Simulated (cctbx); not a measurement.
**CsHoPb: as given, inverted or twinned?**

Space group P6_3mc (no. 186), a = 5.8640 Å, b = 5.8640 Å, c = 9.2620 Å, α = 90.00°, β = 90.00°, γ = 120.00°.

| atom | mult. | x | y | z | Ueq (Å²) |
| --- | --- | --- | --- | --- | --- |
| Pb1 | 2 | 2/3 | 1/3 | 0.7347 | 0.0086 |
| Ho1 | 2 | 0 | 0 | 0.5187 | 0.0122 |
| Cs1 | 2 | 1/3 | 2/3 | 0.8334 | 0.0090 |

The model was made for the exercise: a known structure type with other elements put in, its volume estimated, not relaxed; displacement parameters are assumed.

Data sets are simulated with cctbx and refined with Bijvoet mates kept apart; Flack x is then fitted as the share of an inverted twin with the atoms fixed, Hooft y from the Bijvoet differences. The group is acentric but holds improper operations, so there is an absolute structure (orientation) and no hand.

Untwinned crystal. What Flack and Hooft values should come out?

```
  λ (Å)  extinction (unmodelled)  d min (Å)  top counts  error (%)     model      R1  Flack x   s.u.  Hooft y   s.u.  pairs
0.71073                        0       0.77       20000        1.5  as given  0.0052    0.003  0.007    0.004  0.004    126
0.71073                        0       0.77       20000        1.5  inverted  0.1018    0.985  0.011    1.031  0.004    126
1.54184                        0       0.83       70000          2  as given  0.0040   -0.014   0.01   -0.004  0.005    105
```

With Mo Kα, x is within 3 s.u. of 0, so the absolute structure is right. With Cu Kα, x is within 3 s.u. of 0, so the absolute structure is right. Inverting the model turns x into about 1 − x.

A further crystal gives:

| λ (Å) | extinction (unmodelled) | d min (Å) | top counts | error (%) | model | R1 | Flack x | s.u. | Hooft y | s.u. | pairs |
| --- | --- | --- | --- | --- | --- | --- | --- | --- | --- | --- | --- |
| 1.54184 | 0 | 0.8 | 70000 | 3 | as given | 0.0422 | 0.806 | 0.015 | 0.810 | 0.007 | 116 |

**Question.** What is it?

It was simulated as an inversion twin with a fraction 0.8 of the inverted domain. Flack x is over 3 s.u. from both 0 and 1 and reads that fraction.

[Logs are printed without paths, hosts, clocks, repeated set-up lines and the standing remarks that a program may print on its own settings, such as how far it seeks lower states.]
